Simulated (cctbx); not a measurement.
## Accept or mend?

Cell a = 6.3480 Å, b = 7.0600 Å, c = 8.3830 Å, α = 67.41°, β = 69.21°, γ = 78.17°; space group P-1 (no. 2).

Simulated single-crystal data (cctbx): Mo Kα, λ = 0.71073 Å, to d = 0.77 Å, 50 % of the full sphere, strongest reflection 20000 counts, noise from counting, a 6 % proportional error and a noise floor of 2 counts (s.d.); no absorption.

An anisotropic refinement with weights 1/σ² prints:

```text
Rint 0.039, 1091 unique reflections to 0.77 A
cycle     R1     wR2    GooF  max shift (A)
   1  0.1256  0.3423   4.187   0.04824
   3  0.0542  0.1496   1.830   0.00002
final R1 0.0542 wR2 0.1496 GooF 1.830  parameters 99  data/parameter 11.0
atom        x        y        z      Ueq    occ   su(xyz)  su(Uiso or U11)
Cu1    0.67543  0.15225  0.53073   0.0259  1.000  0.00013  0.0005
Cu2    0.87269  0.68419  0.94517   0.0446  1.000  0.00019  0.0006
S1     0.07875  0.58009  0.14236   0.0514  1.000  0.00042  0.0012
F1     0.91432  0.29891  0.56167   0.0423  1.000  0.00079  0.0025
F2     0.52906  0.55714  0.13143   0.0285  1.000  0.00067  0.0020
F3     0.37203  0.29097  0.54565   0.0526  1.000  0.00096  0.0032
F4     0.22632  0.00974  0.99640   0.0472  1.000  0.00089  0.0029
F5     0.81663  0.12253  0.27277   0.0295  1.000  0.00066  0.0018
F6     0.65764  0.84782  0.73576   0.0389  1.000  0.00077  0.0022
Be1    0.07644  0.16843  0.76985   0.0502  1.000  0.00206  0.0056
Be2    0.64094  0.26647  0.07115   0.0576  1.000  0.00279  0.0099
difference map: max 3.34 min -0.58 rms 0.19
Q1    0.2291  0.4281  0.3384    2    3.42  2.03 A from S1
Q2    0.1565  0.2935  0.0543    2    0.70  0.22 A from Cu2
Q3    0.2968  0.8490  0.4842    2    0.57  0.18 A from Cu1
Q4    0.4080  0.2879  0.5591    2    0.56  0.28 A from F3
Q5    0.3444  0.8499  0.3619    2    0.52  0.86 A from Cu1
Q6    0.2768  0.4580  0.5632    2    0.45  1.25 A from F3
```

Q: Accept it or mend it, and why?

Mend it. The fault: an atom left out, Be at (0.2246, 0.4278, 0.3404). Against the right model at the same level, R1 goes from 0.0311 to 0.0542 and GooF from 1.02 to 1.83 and the top difference peak, 3.4 e/Å³, lies 2.03 Å from S1. Q1 is the missing atom. With scattering power missing, scale and phases suffer, so peaks may also grow on the heavy atoms.

The compound is Be3Cu2SF6. The right model at the same level gives:

```text
Rint 0.039, 1091 unique reflections to 0.77 A
cycle     R1     wR2    GooF  max shift (A)
   1  0.1144  0.3136   3.853   0.04227
   2  0.0311  0.0834   1.025   0.00024
final R1 0.0311 wR2 0.0834 GooF 1.025  parameters 108  data/parameter 10.1
atom        x        y        z      Ueq    occ   su(xyz)  su(Uiso or U11)
Cu1    0.67566  0.15225  0.53058   0.0268  1.000  0.00007  0.0003
Cu2    0.87258  0.68466  0.94508   0.0455  1.000  0.00010  0.0004
S1     0.07868  0.57952  0.14251   0.0520  1.000  0.00023  0.0007
F1     0.91527  0.29814  0.56154   0.0434  1.000  0.00044  0.0014
F2     0.52858  0.55826  0.13059   0.0290  1.000  0.00037  0.0011
F3     0.37336  0.29113  0.54744   0.0508  1.000  0.00051  0.0017
F4     0.22604  0.01006  0.99579   0.0470  1.000  0.00048  0.0015
F5     0.81724  0.12278  0.27322   0.0295  1.000  0.00036  0.0010
F6     0.65726  0.84761  0.73639   0.0404  1.000  0.00043  0.0012
Be1    0.22733  0.42900  0.33913   0.0561  1.000  0.00136  0.0045
Be2    0.07533  0.16679  0.77061   0.0537  1.000  0.00118  0.0033
Be3    0.64181  0.26687  0.06895   0.0565  1.000  0.00148  0.0052
difference map: max 0.39 min -0.41 rms 0.11
Q1    0.2702  0.4776  0.5747    2    0.40  1.41 A from F3
Q2    0.4154  0.3558  0.2614    2    0.35  1.25 A from Be1
Q3    0.1166  0.8810  0.2967    2    0.34  1.35 A from F1
Q4    0.0236  0.2800  0.7369    2    0.33  0.78 A from Be2
Q5    0.0872  0.2892  0.1649    2    0.32  0.82 A from Cu2
Q6    0.0000  0.5000  0.0000    1    0.32  1.39 A from Cu2
```

Isotropic U is held between 0.0001 and 1 Å² by the program, and listed peak heights are interpolated, so they can pass the grid's maximum.

The model was made for the exercise: a known structure type with other elements put in, its volume estimated, not relaxed; displacement parameters are assumed.

[Middle refinement cycles are left out of these outputs.]

[Logs are printed without paths, hosts, clocks, repeated set-up lines and the standing remarks that a program may print on its own settings, such as how far it seeks lower states.]
